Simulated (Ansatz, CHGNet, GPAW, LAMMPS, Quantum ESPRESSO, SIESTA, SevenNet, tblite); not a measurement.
# tblite on amorphous polyacrylonitrile (as short chains C14N4H18) at 540 K (108 atoms): settings against a plane-wave reference

Wanted: tblite inputs and outputs for amorphous polyacrylonitrile (as short chains C14N4H18) at 540 K (108 atoms), checked against a plane-wave reference.

Calculated with tblite 0.8.0; the method is named at each step.

## 1. The starting structure

The cell holds 108 atoms: 42 C, 12 N and 54 H. Its edges and angles: a = 10.877 Å, b = 10.877 Å, c = 10.877 Å, α = 90.0°, β = 90.0°, γ = 90.0°. 3 polyacrylonitrile chains of 4 units with methyl end groups placed at random, at 0.938 g/cm³; overlaps pushed apart, then 20 ps at 800 K with MMFF94 bonds, angles, torsions, charges and radii (Halgren, J. Comput. Chem. 17, 490 (1996)) in harmonic and 12-6 forms. Snapshot after 30 ps at 540 K and fixed volume.

The yardstick, on the same geometry:

```
method                                           : Kohn-Sham DFT, PBE, PAW, plane waves (Ansatz 0.2.0); cutoff 420 eV, Γ point, fermi-dirac smearing of 0.05 eV; PAW set soft_2
r.m.s. force component                           : 1.085 eV/Å
longest force                                    : 4.805 eV/Å
pressure                                         : 1.522 GPa
gap (highest filled to lowest empty level) : 5.45 eV
SCF cycles                                       : 11
time                                             : 13 s on 4 threads of Arm Neoverse V1, shared host
CPU time                                         : 49 s
```

## 2. GFN2-xTB

Method: GFN2-xTB tight binding, diagonalisation.

run.py

```python
import numpy as np
from ase.io import read
from tblite.ase import TBLite

atoms = read("structure.xyz")
atoms.calc = TBLite(method="GFN2-xTB", electronic_temperature=580, accuracy=1.0, max_iterations=250, mixer_damping=0.4, verbosity=1)
energy = atoms.get_potential_energy()
forces = atoms.get_forces()
print(f"energy {energy:.6f} eV")
print("forces (eV/A)")
for i, (a, f) in enumerate(zip(atoms, forces)):
    print(f"{i:4d} {a.symbol:2s} {f[0]:10.5f} {f[1]:10.5f} {f[2]:10.5f}")
stress = -atoms.get_stress(voigt=False) * 160.21766
print("stress (GPa, compression positive)")
for row in stress:
    print(" ".join(f"{x:10.4f}" for x in row))
print("charges (e)")
print(np.array2string(atoms.get_charges(), precision=4, suppress_small=True, max_line_width=110, threshold=100000))
```

structure.xyz

```xyz
108
Lattice="10.87734 0.00000 0.00000 0.00000 10.87734 0.00000 0.00000 0.00000 10.87734" Properties=species:S:1:pos:R:3 pbc="T T T"
C 5.18719 3.07818 8.16421
C 5.16500 2.66952 9.55030
C 3.82469 2.20277 9.92285
C 2.83039 3.28583 10.13181
N 1.97000 4.06334 10.21665
C 4.10870 1.49281 0.38038
C 2.83681 0.82657 0.87008
C 2.68355 10.37220 0.38201
N 2.66451 9.37213 10.69841
C 2.78884 0.89444 2.37909
C 2.31948 2.15230 3.20436
C 0.94328 2.40117 2.98866
N 10.63902 2.38790 2.81332
C 3.19946 3.45366 3.02858
C 2.77394 4.71293 3.94064
C 2.46905 4.28904 5.22743
N 1.99262 4.12219 6.29809
C 3.88332 5.78751 3.87103
H 4.48843 3.93151 8.00061
H 6.15940 3.30856 7.79198
H 4.73839 2.27956 7.53854
H 5.46847 3.47216 10.28170
H 5.89856 1.87395 9.68323
H 3.49902 1.46170 9.19244
H 4.48940 2.16165 1.12874
H 4.90253 0.70170 0.30924
H 1.94280 1.34574 0.66276
H 2.11564 0.07005 2.67583
H 3.74159 0.77294 2.90120
H 2.38083 1.80847 4.28578
H 3.11070 3.80152 2.00197
H 4.19474 3.23644 3.20294
H 1.79443 5.13149 3.53796
H 3.59474 6.75929 4.29981
H 4.22389 5.96785 2.82626
H 4.64158 5.61499 4.60949
C 0.82940 8.40851 5.17435
C 1.42439 7.39452 6.20715
C 1.22794 7.90978 7.65547
C 10.63086 7.91033 7.95308
N 9.44327 7.92305 7.97744
C 2.03036 7.20569 8.81956
C 3.49913 6.99043 8.54382
C 4.33897 6.52771 9.71999
N 4.95811 6.23946 10.64478
C 4.31526 8.09948 7.88248
C 5.78914 7.84039 7.61958
C 6.31506 6.63746 6.94420
N 6.62278 5.68830 6.37499
C 6.38500 9.02493 6.92593
C 5.85147 9.13729 5.46945
C 5.45466 10.49990 5.16652
N 5.00847 0.73792 5.03338
C 6.92832 8.76724 4.48353
H 0.56562 7.92523 4.19887
H 10.76900 8.84676 5.50480
[... 48 atom lines left out ...]
H 9.95995 3.24569 4.95615
H 7.61044 3.52328 5.08907
H 7.34231 2.06920 6.15842
H 8.02378 1.85665 4.47635
```

Launch:

```bash
> OMP_NUM_THREADS=1 python run.py > output.txt
```

Output:

```text
------------------------------------------------------------
  cycle        total energy    energy error   density error
------------------------------------------------------------
      1     -150.6354187806  -1.5322164E+02   2.1382853E-01
      2     -150.8320490050  -1.9663022E-01   1.4382797E-01
      3     -151.6445083455  -8.1245934E-01   9.4971487E-02
      4     -151.9484415693  -3.0393322E-01   2.1772889E-02
      5     -151.9887905674  -4.0348998E-02   8.3642307E-03
      6     -151.9903003583  -1.5097910E-03   5.0645163E-03
      7     -151.9915324464  -1.2320880E-03   2.6669194E-03
      8     -151.9920541097  -5.2166331E-04   7.3824322E-04
      9     -151.9920765523  -2.2442603E-05   3.0197157E-04
     10     -151.9920833206  -6.7682655E-06   1.1152703E-04
     11     -151.9920840695  -7.4895513E-07   4.3242482E-05
     12     -151.9920840894  -1.9920662E-08   2.1620046E-05
     13     -151.9920841152  -2.5799920E-08   9.1750223E-06
------------------------------------------------------------
 total:                                   6.347 sec
energy -4135.915274 eV
forces (eV/A)
   0 C    -1.48032    0.97183   -2.60982
   1 C     1.88791    1.12012    1.50930
   2 C    -0.80028   -0.25100    1.76894
   3 C    -1.08898    0.26012   -0.58516
   4 N     1.97216   -1.42703    0.02289
   5 C    -0.38101   -1.24420   -0.31281
   6 C     0.34127    0.41472    1.58562
   7 C     0.37151   -0.39118   -0.72912
   8 N    -0.07250    0.18676    0.39176
   9 C    -0.04566   -0.47733    2.48235
  10 C     0.68976    0.54427    0.39513
  11 C    -5.95230   -0.30681   -1.03836
  12 N     5.23078    0.42598    0.72813
  13 C    -2.57903    0.72861   -0.01171
  14 C     0.15828   -0.37915   -2.68153
  15 C    -2.38777   -0.42934    5.26758
  16 N     1.92407    0.29192   -3.50206
  17 C    -0.40895    0.78900    0.11379
  18 H     0.66587   -0.24635    0.02082
  19 H     0.49766    0.35225   -0.31634
  20 H     0.48953    0.22735    0.10791
  21 H    -0.08416   -0.33492   -0.80521
  22 H     0.01889   -0.22255    0.15346
  23 H    -0.60920    0.16695   -0.02571
[...]
100 H     0.36986   -0.12142    0.01136
 101 H     0.48933   -0.42059   -0.16673
 102 H    -0.43925   -0.66099   -0.22968
 103 H    -0.16946   -0.62682    0.56296
 104 H    -0.67247   -0.16047    1.25010
 105 H    -0.75474   -0.38149   -0.06812
 106 H     0.18945    0.26938   -0.39189
 107 H    -0.33526    0.80114    0.97961
stress (GPa, compression positive)
   -2.2665     0.4140    -0.8317
    0.4140    -2.2864    -0.1735
   -0.8317    -0.1735    -1.3531
charges (e)
[-0.0916 -0.0343 -0.0049  0.1243 -0.2447 -0.0489 -0.0159  0.1235 -0.2541 -0.0506 -0.0062  0.1091 -0.2693
 -0.054  -0.0038  0.1172 -0.2861 -0.0913  0.0245  0.0453  0.036   0.0278  0.0364  0.0712  0.0591  0.0456
  0.1005  0.0421  0.0599  0.0787  0.0519  0.0667  0.0973  0.028   0.0611  0.0502 -0.0974 -0.0427 -0.008
  0.1149 -0.2693 -0.0494 -0.0008  0.1252 -0.25   -0.048  -0.0109  0.123  -0.2496 -0.0531  0.0007  0.1033
 -0.2567 -0.1027  0.0397  0.0485  0.0216  0.0352  0.0404  0.078   0.0804  0.0533  0.0665  0.03    0.0578
  0.0791  0.0788  0.0509  0.0567  0.0501  0.0529  0.0538 -0.1012 -0.0518 -0.01    0.1287 -0.2586 -0.0496
 -0.009   0.1095 -0.2476 -0.0453  0.0024  0.1165 -0.2391 -0.0541 -0.0024  0.1252 -0.2727 -0.093   0.0221
  0.0463  0.0399  0.0426  0.0514  0.0722  0.0612  0.0481  0.0887  0.0461  0.0462  0.0564  0.0457  0.063
  0.0671  0.0634  0.0442  0.0448]
```

Elapsed: 7 s, on 1 thread of Arm Neoverse V1, shared host; peak memory 0.17 GiB.

Banners, paths, timers and routine set-up lines are dropped from the logs unmarked, and long logs keep their key lines alone; longer cuts are marked.

Compared with the plane-wave run:

| Quantity | Value |
| --- | --- |
| r.m.s. force component | 1.264 eV/Å |
| r.m.s. difference of force components | 547.6 meV/Å |
| longest difference of force vectors | 2407 meV/Å |
| force difference over r.m.s. force | 50.46 % |
| slope of forces against the reference's | 1.05 |
| correlation of force components | 0.9023 |
| pressure | -1.969 GPa |
| pressure difference | -3.491 GPa |

Length of the force difference by element (eV/Å):

```csv
element,atoms,mean,most
C,42,0.78,1.6
H,54,0.21,0.49
N,12,2.2,2.4
```

A closer look about N89, one of the 12 N atoms: 11 atoms, nearest first, numbered in the order of the input, with positions taken from that point.

```csv
atom,x,y,z,distance (Å),bonds,Mulliken charge (e),Fx,Fy,Fz (eV/Å)
N89,0.00,0.00,0.00,0.00,1,-0.27,0.34,-1.46,0.12
C88,-0.65,0.93,-0.01,1.14,2,0.13,0.95,1.04,0.48
C87,-1.21,2.23,-0.15,2.54,4,0.00,0.69,0.79,0.58
H56,0.19,-2.61,-0.49,2.66,1,0.05,0.06,0.01,0.30
H105,-0.62,2.67,-1.04,2.93,1,0.07,-0.67,-0.16,1.25
H57,1.87,-2.16,-0.94,3.01,1,0.02,-1.23,-1.42,-0.19
H108,-2.56,1.28,-1.52,3.24,1,0.04,-0.34,0.80,0.98
C90,-2.62,1.96,-0.61,3.32,4,-0.09,-0.49,0.00,-1.13
C37,1.12,-3.05,-0.82,3.35,4,-0.10,0.76,0.78,-0.10
H60,1.70,-2.47,1.59,3.39,1,0.08,0.40,0.38,0.32
H30,2.68,1.23,-1.71,3.41,1,0.08,0.08,0.39,-0.86
```

Atoms are counted from 1 here, from 0 in the log.

Forces lie 50 % from the reference's, at 0.14 times its CPU time (on 1 against 4 cores).

The difference per atom is largest on N (2.2 eV/Å on average, against 0.78 on C).

## 3. Another try, on a changed input

run.py

```python
import numpy as np
from ase.io import read
from tblite.ase import TBLite

atoms = read("structure.xyz")
atoms.calc = TBLite(method="GFN1-xTB", electronic_temperature=580, accuracy=1.0, max_iterations=4, mixer_damping=0.4, verbosity=1)
energy = atoms.get_potential_energy()
forces = atoms.get_forces()
print(f"energy {energy:.6f} eV")
print("forces (eV/A)")
for i, (a, f) in enumerate(zip(atoms, forces)):
    print(f"{i:4d} {a.symbol:2s} {f[0]:10.5f} {f[1]:10.5f} {f[2]:10.5f}")
print("charges (e)")
print(np.array2string(atoms.get_charges(), precision=4, suppress_small=True, max_line_width=110, threshold=100000))
```

structure.xyz is that of step 2.

Output:

```text
------------------------------------------------------------
  cycle        total energy    energy error   density error
------------------------------------------------------------
      1     -153.9346550109  -1.5625482E+02   6.5324376E-01
      2     -155.1857637680  -1.2511088E+00   4.3345668E-01
      3     -155.5475927365  -3.6182897E-01   2.4523217E-01
      4     -155.7457293689  -1.9813663E-01   3.3274782E-02
------------------------------------------------------------
 total:                                   1.390 sec
tblite.exceptions.TBLiteRuntimeError: SCF not converged in 4 cycles
The above exception was the direct cause of the following exception:
ase.calculators.calculator.CalculationFailed: SCF not converged in 4 cycles
```

Elapsed: 2.1 s, on 1 thread; peak memory 0.17 GiB.

The run stopped without converging, so its numbers are no property of the system. The fault in the input: too few iterations (iteration limit 4).

## 4. What came out

```yaml
force_difference_from_the_reference: tblite GFN2-xTB, 50 %
its_cpu_time: 7 s
```

In words: Tight binding differs by 50 % (tblite GFN2-xTB); it is another model, with fitted parameters of its own, and the xTB methods hold dispersion. One electronic-structure run takes under half the reference's CPU time: tblite GFN2-xTB, at 50 % in 7 s against 49 s; its pressure misses by -3.5 GPa. Periodic xTB results under one method name differ between programs and library versions. The network of contacts between molecules at the start is that of the classical potential that made the cell, and needn't be the one that DFT or experiment would give. The reference's PBE has no dispersion term, which matters for the binding between molecules or layers. The density was typed from a rule of thumb and may lie off the real one at this temperature. The electronic-structure runs sample only Γ, in a cell whose shortest periodic width is 11 Å.

[Also dropped from logs without a mark: logging warnings of Python, and SIESTA's first energy breakdown and zero terms.]

[Logs are printed without paths, hosts, clocks, repeated set-up lines and the standing remarks that a program may print on its own settings, such as how far it seeks lower states.]

[Hosts, paths, dates, database ids (printed as entryN), source tags and the programs' standing remarks are cut or masked in the printed files.]

[The MMFF94 radii named for the starting cell were scaled by 0.96; in molecules described by MMFF94, hydrogen bound to N, O or S took a small fixed 12-6 site in their place.]
